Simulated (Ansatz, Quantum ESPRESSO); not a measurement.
# 1T-SiSTe, 1 layer in an electric field, part 3 of 6

How does 1T-SiSTe, 1 layer respond to a gate-like field without added charge?

Quantum ESPRESSO 7.5; plane-wave DFT, RPBE, GBRV ultrasoft pseudopotentials made under PBE; geometry and cross-check by Ansatz 0.2.0 with PAW datasets.

So far. Step 3 (Self-consistent run: no field): The run needed 11 iterations to bring the estimated error under 1e-09 Ry; the largest force on any atom, held or free, is 0.08 eV/Å. Step 4 (Electrostatic potential): The vacuum is flat to 0.1 meV/Å, so its level is well defined. Inside the slab the curve depends on the local part of the pseudopotentials; only the vacuum level has a meaning of its own.

## Step 5: Band structure: no field

A bands run reads the converged density and follows the path given under K_POINTS.

The input, f0.bands.in:

```
&control
  prefix = 'f0.bands'
  outdir = './out'
  pseudo_dir = './pseudo'
  calculation = 'bands'
  tefield = .true.
  dipfield = .true.
/
&system
  ibrav = 0
  nat = 3
  ntyp = 3
  ecutwfc = 40
  ecutrho = 200
  input_dft = 'rpbe'
  occupations = 'smearing'
  smearing = 'fd'
  degauss = 0.004
  edir = 3
  emaxpos = 0.97
  eopreg = 0.04
  eamp = 0.0
  nbnd = 14
/
&electrons
  conv_thr = 1e-07
  mixing_beta = 0.4
  electron_maxstep = 120
  mixing_mode = 'local-TF'
/
ATOMIC_SPECIES
  Te  127.6000  te_pbe_v1.uspp.F.UPF
  Si  28.0850  si_pbe_v1.uspp.F.UPF
  S   32.0600  s_pbe_v1.4.uspp.F.UPF
CELL_PARAMETERS angstrom
  3.52576434363303 0.00000000000000 -0.00000000000000
  -1.76288217181651 3.05340148934357 -0.00000000000000
  -0.00000000000000 -0.00000000000000 19.30477884860000
ATOMIC_POSITIONS crystal
  Te  0.666666666667 0.333333333333 0.421772151699
  Si  -0.000000000000 -0.000000000000 0.513517052232
  S   0.333333333333 0.666666666667 0.578073406169
K_POINTS crystal_b
4
  0.0000000000 0.0000000000 0.0000000000 14
  0.5000000000 0.0000000000 0.0000000000 14
  0.3333333333 0.3333333333 0.0000000000 14
  0.0000000000 0.0000000000 0.0000000000 1
```

Run with:

```bash
> cp -r out/f0.save out/f0.bands.save
> cp out/f0.xml out/f0.bands.xml
> OMP_NUM_THREADS=1 mpirun -n 4 pw.x -nk 4 -in f0.bands.in > f0.bands.out
```

Output:

```text
[banner, memory and clock lines left out]
Program PWSCF v.7.5 starts

          URL

     Presently no symmetry can be used with electric field

     IMPORTANT: XC functional enforced from input :
     Exchange-correlation= RPBE
                           (   1   4  44   4   0   0   0)
     Any further DFT definition will be discarded
     Please, verify this is what you really want

     Atomic positions and unit cell read from directory:
     ./out/f0.bands.save/

     G-vector sticks info

     bravais-lattice index     =            0
     lattice parameter (alat)  =       6.6627  a.u.
     unit-cell volume          =    1402.4863 (a.u.)^3
     number of atoms/cell      =            3
     number of atomic types    =            3
     number of electrons       =        16.00
     number of Kohn-Sham states=           14
     kinetic-energy cutoff     =      40.0000  Ry
     charge density cutoff     =     200.0000  Ry
     Exchange-correlation= RPBE
                           (   1   4  44   4   0   0   0)

     celldm(1)=   6.662729  celldm(2)=   0.000000  celldm(3)=   0.000000
     celldm(4)=   0.000000  celldm(5)=   0.000000  celldm(6)=   0.000000

     crystal axes: (cart. coord. in units of alat)
               a(1) = (   1.000000   0.000000  -0.000000 )
               a(2) = (  -0.500000   0.866025  -0.000000 )
               a(3) = (  -0.000000  -0.000000   5.475346 )

     reciprocal axes: (cart. coord. in units 2 pi/alat)
               b(1) = (  1.000000  0.577350  0.000000 )
               b(2) = (  0.000000  1.154701  0.000000 )
               b(3) = (  0.000000  0.000000  0.182637 )

     PseudoPot. # 1 for Te read from file:
     ./pseudo/te_pbe_v1.uspp.F.UPF
     Pseudo is Ultrasoft + core correction, Zval =  6.0
     Generated by new atomic code, or converted to UPF format
     Using radial grid of  891 points,  5 beta functions with:
                l(1) =   0
                l(2) =   0
                l(3) =   1
                l(4) =   1
                l(5) =   2
     Q(r) pseudized with  6 coefficients,  rinner =    1.800   1.800   1.800
                                                       1.800   1.800

     PseudoPot. # 2 for Si read from file:
     ./pseudo/si_pbe_v1.uspp.F.UPF
     Pseudo is Ultrasoft + core correction, Zval =  4.0
     Generated by new atomic code, or converted to UPF format
     Using radial grid of  899 points,  6 beta functions with:
                l(1) =   0
                l(2) =   0
                l(3) =   1
                l(4) =   1
                l(5) =   2
                l(6) =   2
     Q(r) pseudized with  8 coefficients,  rinner =    0.900   0.900   0.900
                                                       0.900   0.900

     PseudoPot. # 3 for S  read from file:
     ./pseudo/s_pbe_v1.4.uspp.F.UPF
     Pseudo is Ultrasoft + core correction, Zval =  6.0
     Generated by new atomic code, or converted to UPF format
     Using radial grid of  907 points,  6 beta functions with:
                l(1) =   0
                l(2) =   0
                l(3) =   1
                l(4) =   1
                l(5) =   2
                l(6) =   2
     Q(r) pseudized with  8 coefficients,  rinner =    1.300   1.300   1.300
                                                       1.300   1.300

     atomic species   valence    mass     pseudopotential
     Te                6.00   127.60000     Te( 1.00)
     Si                4.00    28.08500     Si( 1.00)
     S                 6.00    32.06000     S ( 1.00)

     No symmetry found

   Cartesian axes

     site n.     atom                  positions (alat units)
         1        Te     tau(   1) = (   0.5000000   0.2886751   2.3093484  )
         2        Si     tau(   2) = (   0.0000000  -0.0000000   2.8116834  )
         3        S      tau(   3) = (  -0.0000000   0.5773503   3.1651518  )

     number of k points=    43  Fermi-Dirac smearing, width (Ry)=  0.0040
                       cart. coord. in units 2pi/alat
        k(    1) = (   0.0000000   0.0000000   0.0000000), wk =   0.0465116
        k(    2) = (   0.0357143   0.0206197   0.0000000), wk =   0.0465116
        k(    3) = (   0.0714286   0.0412393   0.0000000), wk =   0.0465116
        k(    4) = (   0.1071429   0.0618590   0.0000000), wk =   0.0465116
        k(    5) = (   0.1428571   0.0824786   0.0000000), wk =   0.0465116
        k(    6) = (   0.1785714   0.1030983   0.0000000), wk =   0.0465116
        k(    7) = (   0.2142857   0.1237179   0.0000000), wk =   0.0465116
        k(    8) = (   0.2500000   0.1443376   0.0000000), wk =   0.0465116
        k(    9) = (   0.2857143   0.1649572   0.0000000), wk =   0.0465116
        k(   10) = (   0.3214286   0.1855769   0.0000000), wk =   0.0465116
        k(   11) = (   0.3571429   0.2061965   0.0000000), wk =   0.0465116
        k(   12) = (   0.3928571   0.2268162   0.0000000), wk =   0.0465116
        k(   13) = (   0.4285714   0.2474358   0.0000000), wk =   0.0465116
        k(   14) = (   0.4642857   0.2680555   0.0000000), wk =   0.0465116
        k(   15) = (   0.5000000   0.2886751   0.0000000), wk =   0.0465116
        k(   16) = (   0.4880952   0.3092948   0.0000000), wk =   0.0465116
        k(   17) = (   0.4761905   0.3299144   0.0000000), wk =   0.0465116
        k(   18) = (   0.4642857   0.3505341   0.0000000), wk =   0.0465116
        k(   19) = (   0.4523810   0.3711537   0.0000000), wk =   0.0465116
        k(   20) = (   0.4404762   0.3917734   0.0000000), wk =   0.0465116
        k(   21) = (   0.4285714   0.4123930   0.0000000), wk =   0.0465116
        k(   22) = (   0.4166667   0.4330127   0.0000000), wk =   0.0465116
        k(   23) = (   0.4047619   0.4536324   0.0000000), wk =   0.0465116
        k(   24) = (   0.3928571   0.4742520   0.0000000), wk =   0.0465116
        k(   25) = (   0.3809524   0.4948717   0.0000000), wk =   0.0465116
        k(   26) = (   0.3690476   0.5154913   0.0000000), wk =   0.0465116
        k(   27) = (   0.3571429   0.5361110   0.0000000), wk =   0.0465116
        k(   28) = (   0.3452381   0.5567306   0.0000000), wk =   0.0465116
        k(   29) = (   0.3333333   0.5773503   0.0000000), wk =   0.0465116
        k(   30) = (   0.3095238   0.5361110   0.0000000), wk =   0.0465116
        k(   31) = (   0.2857143   0.4948717   0.0000000), wk =   0.0465116
        k(   32) = (   0.2619048   0.4536324   0.0000000), wk =   0.0465116
        k(   33) = (   0.2380952   0.4123930   0.0000000), wk =   0.0465116
        k(   34) = (   0.2142857   0.3711537   0.0000000), wk =   0.0465116
        k(   35) = (   0.1904762   0.3299144   0.0000000), wk =   0.0465116
[...]
0.7830   2.2997   2.8369   2.9215   3.7930   3.8128

          k = 0.1429 0.0825 0.0000 (  6033 PWs)   bands (ev):

   -15.7801 -13.3573  -7.4501  -4.5938  -3.6368  -3.1817  -2.0008  -0.4956
     0.8590   2.2564   3.0336   3.0902   3.9017   3.9570

          k = 0.1786 0.1031 0.0000 (  6027 PWs)   bands (ev):

   -15.6482 -13.2321  -7.4545  -5.0533  -3.8036  -3.1556  -2.5667  -0.6326
     0.7096   2.3473   3.2607   3.2859   3.9720   4.1155

          k = 0.2143 0.1237 0.0000 (  5996 PWs)   bands (ev):

   -15.4915 -13.0845  -7.5184  -5.4503  -3.9739  -3.3479  -2.8855  -0.7851
     0.4281   2.4642   3.4727   3.4830   3.9567   4.2852

          k = 0.2500 0.1443 0.0000 (  5990 PWs)   bands (ev):

   -15.3134 -12.9184  -7.6781  -5.7477  -4.1388  -3.8123  -2.8794  -0.9419
     0.0999   2.5194   3.6087   3.6562   3.8621   4.4824

          k = 0.2857 0.1650 0.0000 (  5974 PWs)   bands (ev):

   -15.1189 -12.7398  -7.9394  -5.9553  -4.2916  -4.2391  -2.8260  -1.0933
    -0.2344   2.4896   3.5332   3.7889   3.9053   4.6808

          k = 0.3214 0.1856 0.0000 (  5968 PWs)   bands (ev):

   -14.9147 -12.5567  -8.2636  -6.1420  -4.5335  -4.4274  -2.7783  -1.2316
    -0.5535   2.3970   3.3665   3.8772   4.0200   4.8473

          k = 0.3571 0.2062 0.0000 (  5976 PWs)   bands (ev):

   -14.7109 -12.3802  -8.5973  -6.3694  -4.6597  -4.5425  -2.7520  -1.3512
    -0.8412   2.2791   3.2345   3.9277   4.0448   5.0424

          k = 0.3929 0.2268 0.0000 (  5982 PWs)   bands (ev):

   -14.5207 -12.2237  -8.8965  -6.6273  -4.6502  -4.6344  -2.7559  -1.4479
    -1.0811   2.1671   3.1602   3.9481   3.9520   5.3360

          k = 0.4286 0.2474 0.0000 (  5996 PWs)   bands (ev):

   -14.3619 -12.1017  -9.1292  -6.8622  -4.7012  -4.5735  -2.7884  -1.5187
    -1.2580   2.0799   3.1441   3.7908   3.9610   5.7160

          k = 0.4643 0.2681 0.0000 (  5998 PWs)   bands (ev):

   -14.2547 -12.0253  -9.2750  -7.0246  -4.7417  -4.4939  -2.8303  -1.5620
    -1.3638   2.0260   3.1712   3.6414   3.9630   6.1517

          k = 0.5000 0.2887 0.0000 (  5994 PWs)   bands (ev):

   -14.2166 -11.9996  -9.3244  -7.0826  -4.7553  -4.4605  -2.8500  -1.5765
    -1.3985   2.0079   3.1958   3.5734   3.9632   6.5250

          k = 0.4881 0.3093 0.0000 (  6010 PWs)   bands (ev):

   -14.2140 -11.9949  -9.3249  -7.0770  -4.7954  -4.4566  -2.8455  -1.6852
    -1.2951   2.0350   3.2185   3.5875   3.9463   6.5323

          k = 0.4762 0.3299 0.0000 (  5994 PWs)   bands (ev):

   -14.2061 -11.9808  -9.3267  -7.0605  -4.9037  -4.4515  -2.8333  -1.8688
    -1.1263   2.1110   3.2737   3.6320   3.9089   6.5535

          k = 0.4643 0.3505 0.0000 (  6010 PWs)   bands (ev):

   -14.1933 -11.9577  -9.3303  -7.0332  -5.0587  -4.4540  -2.8158  -2.0792
    -0.9378   2.2245   3.3241   3.6835   3.9180   6.5874

          k = 0.4524 0.3712 0.0000 (  6002 PWs)   bands (ev):

   -14.1759 -11.9259  -9.3369  -6.9952  -5.2415  -4.4694  -2.7973  -2.3008
    -0.7415   2.3664   3.3288   3.6824   4.0772   6.6323

          k = 0.4405 0.3918 0.0000 (  5990 PWs)   bands (ev):

   -14.1543 -11.8861  -9.3477  -6.9470  -5.4356  -4.5030  -2.7888  -2.5084
    -0.5525   2.5333   3.2760   3.6868   4.3375   6.6864

          k = 0.4286 0.4124 0.0000 (  5984 PWs)   bands (ev):

   -14.1292 -11.8389  -9.3642  -6.8893  -5.6274  -4.5622  -2.8393  -2.6366
    -0.3866   2.7241   3.1925   3.7232   4.6366   6.7472

          k = 0.4167 0.4330 0.0000 (  5982 PWs)   bands (ev):

   -14.1014 -11.7858  -9.3880  -6.8234  -5.8051  -4.6549  -2.9697  -2.6504
    -0.2569   2.9278   3.1192   3.7844   4.9310   6.8091

          k = 0.4048 0.4536 0.0000 (  5994 PWs)   bands (ev):

   -14.0721 -11.7282  -9.4198  -6.7516  -5.9583  -4.7851  -3.0891  -2.6314
    -0.1703   3.0058   3.2033   3.8670   5.1784   6.8602

          k = 0.3929 0.4743 0.0000 (  5990 PWs)   bands (ev):

   -14.0424 -11.6683  -9.4597  -6.6787  -6.0764  -4.9500  -3.1696  -2.6077
    -0.1263   2.9744   3.4148   3.9717   5.3481   6.9120

          k = 0.3810 0.4949 0.0000 (  5976 PWs)   bands (ev):

   -14.0138 -11.6093  -9.5056  -6.6139  -6.1467  -5.1397  -3.2127  -2.5865
    -0.1174   2.9597   3.6007   4.0899   5.4606   6.9293

          k = 0.3690 0.5155 0.0000 (  5978 PWs)   bands (ev):

   -13.9880 -11.5547  -9.5538  -6.5703  -6.1555  -5.3406  -3.2279  -2.5709
    -0.1316   2.9655   3.7395   4.1848   5.5921   6.8487

          k = 0.3571 0.5361 0.0000 (  5996 PWs)   bands (ev):

   -13.9669 -11.5095  -9.5979  -6.5508  -6.1020  -5.5395  -3.2257  -2.5624
    -0.1553   2.9848   3.8354   4.2188   5.8056   6.7158

          k = 0.3452 0.5567 0.0000 (  6007 PWs)   bands (ev):

   -13.9527 -11.4788  -9.6301  -6.5433  -6.0044  -5.7229  -3.2170  -2.5604
    -0.1761   3.0067   3.8924   4.2070   6.0894   6.5542

          k = 0.3333 0.5774 0.0000 (  6009 PWs)   bands (ev):

   -13.9475 -11.4677  -9.6424  -6.5401  -5.8948  -5.8623  -3.2118  -2.5610
    -0.1846   3.0174   3.9092   4.1959   6.3096   6.4170

          k = 0.3095 0.5361 0.0000 (  5985 PWs)   bands (ev):

   -13.9723 -11.5146  -9.5852  -6.5733  -6.0349  -5.5818  -3.2467  -2.5456
    -0.1444   2.9560   3.9010   4.2277   5.9361   6.3564

          k = 0.2857 0.4949 0.0000 (  6001 PWs)   bands (ev):

   -14.0543 -11.6441  -9.4157  -6.6546  -5.9719  -5.2494  -3.3507  -2.4864
    -0.0261   2.7983   3.9153   4.2813   5.5079   6.2007

          k = 0.2619 0.4536 0.0000 (  5999 PWs)   bands (ev):

   -14.1964 -11.8259  -9.1609  -6.6666  -5.8170  -4.9021  -3.4599  -2.4034
     0.1473   2.6416   3.8644   4.3264   5.1815   6.0604

          k = 0.2381 0.4124 0.0000 (  5989 PWs)   bands (ev):

   -14.3896 -12.0358  -8.8523  -6.5504  -5.6670  -4.5625  -3.4817  -2.3243
     0.3433   2.5524   3.7384   4.2344   5.0597   5.7054

          k = 0.2143 0.3712 0.0000 (  6003 PWs)   bands (ev):

   -14.6168 -12.2603  -8.5143  -6.3052  -5.5733  -4.2405  -3.3603  -2.2526
     0.5314   2.5509   3.5637   4.0508   4.9729   5.3787

          k = 0.1905 0.3299 0.0000 (  5991 PWs)   bands (ev):

   -14.8590 -12.4899  -8.1702  -5.9694  -5.5135  -3.9149  -3.1483  -2.1515
     0.6898   2.6199   3.3538   3.9097   4.7581   5.0946

          k = 0.1667 0.2887 0.0000 (  6015 PWs)   bands (ev):

   -15.0996 -12.7154  -7.8541  -5.6787  -5.3172  -3.5705  -2.9726  -1.9460
     0.8103   2.7034   3.1448   3.8251   4.5315   4.7597

          k = 0.1429 0.2474 0.0000 (  5987 PWs)   bands (ev):

   -15.3259 -12.9276  -7.6134  -5.4852  -4.8863  -3.2485  -2.8559  -1.6116
     0.8974   2.7208   2.9738   3.7652   4.3157   4.4521

          k = 0.1190 0.2062 0.0000 (  5997 PWs)   bands (ev):

   -15.5287 -13.1187  -7.4818  -5.1961  -4.4075  -3.1180  -2.5828  -1.2188
     0.9570   2.6349   2.8571   3.6237   4.1136   4.2343

          k = 0.0952 0.1650 0.0000 (  6007 PWs)   bands (ev):

   -15.7015 -13.2824  -7.4448  -4.7820  -3.9763  -3.1443  -2.1237  -0.8472
     0.9735   2.5013   2.7786   3.3383   3.9770   4.0528

          k = 0.0714 0.1237 0.0000 (  6017 PWs)   bands (ev):

   -15.8397 -13.4140  -7.4597  -4.2929  -3.6420  -3.2006  -1.5743  -0.5541
     0.8810   2.4177   2.7184   3.0455   3.8558   3.8724

          k = 0.0476 0.0825 0.0000 (  6015 PWs)   bands (ev):

   -15.9404 -13.5102  -7.4903  -3.8019  -3.4176  -3.2520  -0.9939  -0.3647
     0.6277   2.4573   2.6610   2.8394   3.6762   3.7547

          k = 0.0238 0.0412 0.0000 (  6021 PWs)   bands (ev):

   -16.0015 -13.5687  -7.5155  -3.4101  -3.2960  -3.2819  -0.4885  -0.2726
     0.3203   2.4926   2.6567   2.7330   3.4723   3.6855

          k = 0.0000 0.0000 0.0000 (  6037 PWs)   bands (ev):

   -16.0220 -13.5883  -7.5249  -3.3014  -3.2506  -3.2506  -0.2504  -0.2504
     0.1598   2.4534   2.7015   2.7015   3.3756   3.6605

     XML data file, pseudopotentials, collected wavefunctions

                                        0.00s GPU  (     596 calls)

Note: The following floating-point exceptions are signalling: IEEE_UNDERFLOW_FLAG
Note: The following floating-point exceptions are signalling: IEEE_UNDERFLOW_FLAG
Note: The following floating-point exceptions are signalling: IEEE_UNDERFLOW_FLAG
Note: The following floating-point exceptions are signalling: IEEE_UNDERFLOW_FLAG
[key lines of the parts left out:]
Dipole field         -0.0007 Ry au,
```

The job ended after 16 s (4 MPI ranks of Arm Neoverse V2, shared host; peak memory 0.31 GiB).

Band numbers count within the set of bands kept for display. Electronic bands along the path, in eV, zero at the Fermi level; # counts the bands kept:

```csv
point,#3,#4,#5,#6,#7,#8,#9,#10
Γ,-2.50,-2.50,0.50,0.50,0.91,3.20,3.45,3.45
halfway,-3.39,-3.06,-2.13,-0.19,0.85,3.27,4.36,4.41
M,-4.01,-3.71,-2.10,-0.83,-0.65,2.76,3.95,4.32
halfway,-5.06,-3.90,-2.22,-1.90,0.49,3.68,3.87,4.53
K,-5.14,-5.11,-2.46,-1.81,0.57,3.77,4.66,4.95
halfway,-4.57,-2.82,-2.22,-1.20,1.56,3.45,3.89,4.57
Γ,-2.50,-2.50,0.50,0.50,0.91,3.20,3.45,3.45
```

By band count these two levels touch or overlap: there is no gap, and they are no band edges.

## Step 6: SCF with pw.x: field 0.1 V/Å

eamp is the field in Hartree atomic units (1 a.u. = 51.42 V/Å). With dipfield on, it is the field in the vacuum beside an isolated sheet. The run starts from the density of the one before.

The input, f1.in:

```
&control
  prefix = 'f1'
  outdir = './out'
  pseudo_dir = './pseudo'
  calculation = 'scf'
  tprnfor = .true.
  tefield = .true.
  dipfield = .true.
/
&system
  ibrav = 0
  nat = 3
  ntyp = 3
  ecutwfc = 40
  ecutrho = 200
  input_dft = 'rpbe'
  occupations = 'smearing'
  smearing = 'fd'
  degauss = 0.004
  edir = 3
  emaxpos = 0.97
  eopreg = 0.04
  eamp = 0.00194469
/
&electrons
  conv_thr = 1e-09
  mixing_beta = 0.4
  electron_maxstep = 120
  mixing_mode = 'plain'
  startingpot = 'file'
/
ATOMIC_SPECIES
  Te  127.6000  te_pbe_v1.uspp.F.UPF
  Si  28.0850  si_pbe_v1.uspp.F.UPF
  S   32.0600  s_pbe_v1.4.uspp.F.UPF
CELL_PARAMETERS angstrom
  3.52576434363303 0.00000000000000 -0.00000000000000
  -1.76288217181651 3.05340148934357 -0.00000000000000
  -0.00000000000000 -0.00000000000000 19.30477884860000
ATOMIC_POSITIONS crystal
  Te  0.666666666667 0.333333333333 0.421772151699
  Si  -0.000000000000 -0.000000000000 0.513517052232
  S   0.333333333333 0.666666666667 0.578073406169
K_POINTS automatic
  12 12 1 0 0 0
```

Run with:

```bash
> cp -r out/f0.save out/f1.save
> OMP_NUM_THREADS=1 mpirun -n 4 pw.x -nk 4 -in f1.in > f1.out
```

Output:

```text
[banner, memory and clock lines left out]
Program PWSCF v.7.5 starts
[...]
number of electrons       =        16.00
     number of Kohn-Sham states=           12
     kinetic-energy cutoff     =      40.0000  Ry
     charge density cutoff     =     200.0000  Ry
[...]
number of k points=    74  Fermi-Dirac smearing, width (Ry)=  0.0040
[...]
Dense  grid:    66627 G-vectors     FFT dimensions: (  30,  30, 180)
[...]
The initial density is read from file :
[...]
negative rho (up, down):  3.576E-04 0.000E+00
[...]
Starting wfcs are   12 randomized atomic wfcs
[...]
negative rho (up, down):  3.557E-04 0.000E+00
[...]
estimated scf accuracy    <       0.01114978 Ry
[...]
negative rho (up, down):  3.614E-04 0.000E+00
[...]
estimated scf accuracy    <       0.13634060 Ry
[...]
negative rho (up, down):  3.592E-04 0.000E+00
[...]
estimated scf accuracy    <       0.00006526 Ry
[...]
negative rho (up, down):  3.583E-04 0.000E+00
[...]
estimated scf accuracy    <       0.00003253 Ry
[...]
negative rho (up, down):  3.579E-04 0.000E+00
[...]
estimated scf accuracy    <       0.00000472 Ry
[...]
negative rho (up, down):  3.578E-04 0.000E+00
[...]
estimated scf accuracy    <       0.00000028 Ry
[...]
negative rho (up, down):  3.575E-04 0.000E+00
[...]
estimated scf accuracy    <       0.00000003 Ry
[...]
negative rho (up, down):  3.573E-04 0.000E+00
[...]
estimated scf accuracy    <          2.2E-09 Ry
[...]
negative rho (up, down):  3.570E-04 0.000E+00
[...]
Computed dipole along edir(3) :
        Dipole               -0.0184 Ry au,         -0.0468 Debye
        Dipole field         -0.0002 Ry au,
        E field amplitude [Ha a.u.]:  1.9447E-03
        Potential amp.        0.1478 Ry
        Total length         35.0215 bohr
[...]
the Fermi energy is    -0.7517 ev
!    total energy              =     -60.28083544 Ry
     estimated scf accuracy    <          1.0E-09 Ry
     smearing contrib. (-TS)   =      -0.00086881 Ry
     internal energy E=F+TS    =     -60.27996664 Ry
[...]
one-electron contribution =    -270.59975806 Ry
     hartree contribution      =     138.63533970 Ry
     xc contribution           =     -27.27729259 Ry
     ewald contribution        =      98.96166967 Ry
     electric field correction =       0.00007464 Ry
     convergence has been achieved in   9 iterations
     negative rho (up, down):  3.570E-04 0.000E+00
[...]
Total force =     0.003743     Total SCF correction =     0.000086
[...]
```

Elapsed: 30 s, on 4 MPI ranks; peak memory 0.65 GiB.

Numbers from this step:

```
free energy                    : -820.1625 eV
energy at zero smearing        : -820.1566 eV
Fermi energy                   : -0.7517 eV
dipole along the normal        : -0.009743 e·Å
valence top, on the run's zero : -0.2547 eV
```

By band count these two levels touch or overlap: there is no gap, and they are no band edges.

The dipole goes from -0.0415 to -0.0097 e Å, 0.3179 e Å per V/Å.

## Step 7: Potential by pp.x

The input, f1.pot.in:

```
&inputpp
  prefix = 'f1'
  outdir = './out'
  filplot = 'f1.pot.dat'
  plot_num = 11
/
```

Run with:

```bash
> OMP_NUM_THREADS=1 mpirun -n 4 pp.x -in f1.pot.in > f1.pot.out
```

Run time: 1 s. Hardware: 4 MPI ranks; peak memory 0.1 GiB; 3.7 s of CPU time.

Numbers from this step:

| Quantity | Value |
| --- | --- |
| slope of the potential above | 0.1000 eV/Å |
| upper vacuum line continued to the top atoms, over the Fermi level | 4.893 eV |
| slope of the potential below | 0.09992 eV/Å |
| lower vacuum line continued to the bottom atoms, over the Fermi level | 4.427 eV |

The slope in the vacuum is 0.100 eV/Å for an applied 0.10 V/Å, as it should be.

(Continued in part 4 of 6.)

[Logs are printed without paths, hosts, clocks, repeated set-up lines and the standing remarks that a program may print on its own settings, such as how far it seeks lower states.]

[Hosts, paths, dates, database ids (printed as entryN), source tags and the programs' standing remarks are cut or masked in the printed files.]

[Maps of the electrostatic potential energy from Ansatz leave out the sawtooth potential of an applied field or a dipole correction, so their vacuum need not be flat; planar profiles and work functions include it.]
